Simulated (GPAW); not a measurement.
# Optical response of C, part 2 of 2

Wanted: where C starts to absorb, how strongly, and its refractive index.

GPAW 26.7.0; DFT, LDA, plane-wave PAW (GPAW data sets), scalar-relativistic, RPA, optical limit.

So far. Step 2 (Ground state): There is a gap, 4.10 eV on this mesh (points off the mesh can give less), so no carriers' term is needed.

## Step 4: Dielectric function, RPA

Transitions between filled and empty bands, summed over the zone, give the optical response, so mesh, band count and broadening shape it.

The induced potential is part of this response.

This step: DFT, LDA, plane-wave PAW (GPAW data sets), scalar-relativistic, RPA, optical limit (GPAW 26.7.0).

df.py

```python
from gpaw.response.df import DielectricFunction

df = DielectricFunction('full.gpw', frequencies={'type': 'nonlinear', 'domega0': 0.03, 'omega2': 8},
                        ecut=80,
                        eta=0.1,
                        nbands=13,
                        txt='df.txt')
for direction in ['x']:
    df.get_dielectric_function(xc='RPA', direction=direction, filename=f'df_{direction}.csv')
```

Started as:

```bash
OMP_NUM_THREADS=1 python df.py
```

Numbers of over 12 decimals in the logs are rounded to 6 here.

The log of the run:

```text
Using integrator: PointIntegrator
NonLinearFrequencyDescriptor(from 0.000 to 64.819 eV, 497 points)
Nonperiodic BCs:  [False False False]
Using integrator: PointIntegrator
NonLinearFrequencyDescriptor(from 0.000 to 64.819 eV, 497 points)
Nonperiodic BCs:  [False False False]

Calculating chi0 body with:
    Ground state adapter containing:
    Number of spins: 1
    Number of kpoints: 5832
    Number of irreducible kpoints: 195
    Number of completely occupied states: 4
    Number of partially occupied states: 4

    Linear response parametrization:
    q_c: [0.0, 0.0, 0.0]
    Number of frequency points: 497
    Planewave cutoff: 80.0
    Number of bands: 13
    Number of planewaves: 15
    Broadening (eta): 0.1

Integrating chi0 body.

Symmetries of q_c:
    Direct symmetries (Uq -> q): 24
    Indirect symmetries (TUq -> q): 24
In total 48 allowed symmetries.

195 groups of equivalent kpoints. 96.656379% reduction.

Integral kind: spectral function

Calculating chi0 optical extensions with:
    Ground state adapter containing:
    Number of spins: 1
    Number of kpoints: 5832
    Number of irreducible kpoints: 195
    Number of completely occupied states: 4
    Number of partially occupied states: 4

    Linear response parametrization:
    Number of frequency points: 497
    Planewave cutoff: 80.0
    Number of bands: 13
    Number of planewaves: 15
    Broadening (eta): 0.1
Integrating chi0 head and wings.

Symmetries of q_c:
    Direct symmetries (Uq -> q): 24
    Indirect symmetries (TUq -> q): 24
In total 48 allowed symmetries.

195 groups of equivalent kpoints. 96.656379% reduction.

Integral kind: spectral function wings
```

Wall time 2.9 s (1 thread of Arm Neoverse V2, shared host); peak memory 0.16 GiB.

Read-outs, printed or worked out from the files:

```
electronic dielectric constant ε∞, mean over x, y and z (by symmetry where fewer were run) : 5.809
main peak of Im epsilon, first axis                                                        : 11.58 eV
```

Some rows of df_x.csv (energy; Re and Im without local fields; Re and Im with them):

```text
0.000000, 5.952163, 0.000000, 5.809240, 0.000000
0.555532, 5.966393, 0.005146, 5.822817, 0.004910
1.143969, 6.013292, 0.010877, 5.867558, 0.010375
1.768324, 6.101834, 0.017664, 5.951989, 0.016839
2.431988, 6.246658, 0.026337, 6.089984, 0.025083
3.138794, 6.473484, 0.038603, 6.305858, 0.036712
3.893091, 6.833808, 0.058873, 6.648148, 0.055862
4.699832, 7.462271, 0.105020, 7.243345, 0.099273
5.564682, 8.910378, 0.674589, 8.606746, 0.634074
6.494155, 9.670631, 3.336618, 9.338081, 3.098589
7.495775, 9.224326, 3.923885, 8.923161, 3.652098
8.578281, 9.950300, 4.550629, 9.642665, 4.216579
9.751884, 11.263400, 7.272199, 10.944691, 6.666203
11.028587, 3.592408, 22.575817, 4.705746, 21.589042
12.422601, -4.021353, 6.782691, -3.846889, 6.708859
13.950874, -4.160315, 5.025235, -4.016589, 5.065388
15.633783, -2.532654, 4.361809, -2.359578, 4.423396
17.496047, -2.334465, 1.892736, -2.300469, 1.926779
19.567954, -1.687344, 1.047263, -1.678938, 1.063542
21.887015, -0.741945, 1.171106, -0.676673, 1.164630
24.500258, -0.447340, 0.838091, -0.423298, 0.858707
```

The Im ε, E ∥ x has structure finer than the step of the table below, so its rows give means over 1 eV, whole bins alone (the curve runs from 0 to 25.0 eV). Peaks (eV: height): 11.0: 22.4, 11.6: 24.9, 13.2: 9.80.

Values under the direct gap are tails of Lorentzian lines. The Im ε, E ∥ x by photon energy; means over each step:

```
photon energy (eV)  Im ε, E ∥ x
                 1      0.00906
                 2       0.0197
                 3       0.0345
                 4       0.0611
                 5        0.177
                 6         1.63
                 7         2.96
                 8         3.81
                 9         5.06
                10         7.58
                11         17.7
                12         12.4
                13         7.87
                14         5.48
                15         4.03
                16         3.93
                17         2.26
                18         1.94
                19         1.45
                20        0.894
                21         1.06
                22         1.06
                23         1.03
                24        0.981
```

Table of Re ε, E ∥ x by photon energy:

```
photon energy (eV)  Re ε, E ∥ x
               0.0         5.81
               0.5         5.82
               1.0         5.85
               1.5         5.91
               2.0         5.99
               2.5         6.11
               3.0         6.26
               3.5         6.45
               4.0         6.71
               4.5         7.06
               5.0         7.59
               5.5         8.54
               6.0         8.07
               6.5         9.28
               7.0         8.86
               7.5         8.91
               8.0         8.98
               8.5         9.24
               9.0         8.91
               9.5         9.89
              10.0         10.1
              10.5         13.6
              11.0         6.31
              11.5         3.02
              12.0        -7.05
              12.5        -3.32
              13.0        -1.03
              13.5        -3.60
              14.0        -3.84
              14.5        -3.18
              15.0        -2.08
              15.5        -2.15
              16.0        -2.85
              16.5        -3.22
              17.0        -2.45
              17.5        -2.29
              18.0        -1.53
              18.5        -2.09
              19.0        -1.72
              19.5        -1.69
              20.0        -1.03
              20.5       -0.815
              21.0       -0.533
              21.5       -0.609
              22.0       -0.713
              22.5       -0.442
              23.0       -0.542
              23.5       -0.331
              24.0       -0.528
              24.5       -0.423
```

The reflectivity at normal incidence, E ∥ x has structure finer than the step of the table below, so its rows give means over 1 eV, whole bins alone (the curve runs from 0 to 25.0 eV). Peaks (eV: height): 11.8: 66.8, 13.8: 57.8, 16.5: 57.3, 18.9: 56.1, 19.7: 61.3, 22.0: 37.2, 23.9: 33.6.

The reflectivity at normal incidence, E ∥ x by photon energy; means over each step:

```
photon energy (eV)  reflectivity at normal incidence, E ∥ x (%)
                 1                                         17.2
                 2                                         17.7
                 3                                         18.4
                 4                                         19.7
                 5                                         22.0
                 6                                         25.3
                 7                                         25.7
                 8                                         26.9
                 9                                         29.7
                10                                         34.6
                11                                         47.6
                12                                         59.1
                13                                         45.4
                14                                         53.9
                15                                         44.8
                16                                         49.7
                17                                         54.4
                18                                         47.3
                19                                         53.3
                20                                         50.8
                21                                         34.1
                22                                         33.3
                23                                         28.7
                24                                         30.4
```

The refractive index n and extinction k by photon energy:

```
photon energy (eV)      n        k
               0.0   2.41        0
               0.5   2.41   9.1e-4
               1.0   2.42  0.00186
               1.5   2.43  0.00287
               2.0   2.45  0.00399
               2.5   2.47  0.00527
               3.0   2.50  0.00682
               3.5   2.54  0.00879
               4.0   2.59   0.0115
               4.5   2.66   0.0158
               5.0   2.75   0.0248
               5.5   2.92   0.0914
               6.0   2.86    0.368
               6.5   3.09    0.508
               7.0   3.01    0.477
               7.5   3.04    0.602
               8.0   3.06    0.640
               8.5   3.10    0.612
               9.0   3.09    0.804
               9.5   3.26    0.868
              10.0   3.40     1.18
              10.5   3.93     1.36
              11.0   3.82     2.88
              11.5   3.59     3.13
              12.0   1.50     3.05
              12.5   1.39     2.29
              13.0   1.99     2.24
              13.5   1.57     2.46
              14.0   1.11     2.25
              14.5  0.961     2.03
              15.0   1.15     1.85
              15.5   1.15     1.86
              16.0   1.07     2.00
              16.5  0.723     1.93
              17.0  0.630     1.69
              17.5  0.590     1.63
              18.0  0.664     1.40
              18.5  0.626     1.57
              19.0  0.458     1.39
              19.5  0.426     1.37
              20.0  0.361     1.08
              20.5  0.492     1.03
              21.0  0.554    0.917
              21.5  0.607    0.989
              22.0  0.526    0.995
              22.5  0.560    0.870
              23.0  0.570    0.931
              23.5  0.641    0.861
              24.0  0.513    0.889
              24.5  0.517    0.831
```

The Im ε, E ∥ x has structure finer than the step of the table below, so its rows give means over 0.5 eV, whole bins alone (the curve runs from 0 to 25.0 eV). Peaks (eV: height): without local fields 10.95: 23.8, 11.56: 25.0, 13.17: 9.68; with local fields 10.95: 22.4, 11.56: 24.9, 13.17: 9.80.

Values under the direct gap are tails of Lorentzian lines. Im ε, E ∥ x against photon energy; means over each step:

```
photon energy (eV)  without local fields  with local fields
               0.5               0.00463            0.00442
               1.0               0.00945            0.00901
               1.5                0.0147             0.0140
               2.0                0.0205             0.0196
               2.5                0.0274             0.0261
               3.0                0.0360             0.0342
               3.5                0.0472             0.0448
               4.0                0.0632             0.0600
               4.5                0.0898             0.0850
               5.0                 0.152              0.143
               5.5                 0.551              0.517
               6.0                  1.92               1.80
               6.5                  2.88               2.69
               7.0                  2.98               2.79
               7.5                  3.69               3.44
               8.0                  4.05               3.78
               8.5                  4.58               4.27
               9.0                  5.33               4.98
               9.5                  6.32               5.90
              10.0                  8.21               7.64
              10.5                  11.9               10.9
              11.0                  20.5               19.3
              11.5                  20.7               20.7
              12.0                  9.89               10.2
              12.5                  6.64               6.59
              13.0                  8.62               8.61
              13.5                  7.54               7.67
              14.0                  5.12               5.16
              14.5                  4.02               4.04
              15.0                  4.07               4.07
              15.5                  4.24               4.28
              16.0                  4.04               4.12
              16.5                  2.78               2.85
              17.0                  2.14               2.19
              17.5                  1.87               1.91
              18.0                  1.91               1.93
              18.5                  1.91               1.95
              19.0                  1.33               1.36
              19.5                  1.13               1.15
              20.0                 0.807              0.808
              20.5                 0.976              0.979
              21.0                  1.05               1.04
              21.5                  1.22               1.19
              22.0                  1.06               1.06
              22.5                  1.02               1.00
              23.0                  1.01               1.03
              23.5                  1.04               1.07
              24.0                 0.931              0.951
              24.5                 0.843              0.863
```

At chosen wavelengths:

```
wavelength (nm)     n      k  R (%)     1/α
           1064  2.42  0.002   17.3   39 µm
            800  2.43  0.003   17.4   21 µm
            633  2.45  0.004   17.6   13 µm
            532  2.46  0.005   17.8  8.8 µm
            450  2.49  0.006   18.2  5.9 µm
            405  2.51  0.007   18.4  4.6 µm
            193  3.09  0.390   26.8   39 nm
```

Below the direct gap, k and the depth come from the tails of the Lorentzian lines, not from transitions.

Rows near the edge hang on the gap, which this functional as a rule makes too small, and phonon-assisted absorption is left out.

## Step 5: Outcome

```json
{
  "electronic dielectric constant ε∞, mean over x, y and z (by symmetry where fewer were run) (RPA)": "5.81",
  "main peak of Im epsilon, first axis": "11.6 eV"
}
```

At this level (LDA, RPA) C has ε∞ = 5.81 and n = 2.42 at 1550 nm, and Im ε peaks at 11.6 eV. On the mesh the gap is 4.11 eV and the least direct gap 5.55 eV, so on this mesh the band edges lie at different points. Local fields change the static value along x from 5.95 to 5.81 (-2 %). Distinct maxima of Im ε, read by a parabola through the highest points, lie at 6.57 eV (3.5), 10.97 eV (23), 11.58 eV (25) and 13.16 eV (9.8). Excitons and phonon-assisted transitions are missing; LDA gaps are as a rule too small, which pulls the onset down and ε∞ up. The sum runs over mesh points, so small or evenly spaced maxima can still be ripples of the mesh.

[Machine, clock and banner lines and Python warnings are left out of the logs.]

[Logs are printed without paths, hosts, clocks, repeated set-up lines and the standing remarks that a program may print on its own settings, such as how far it seeks lower states.]

[Hosts, paths, dates, database ids (printed as entryN), source tags and the programs' standing remarks are cut or masked in the printed files.]
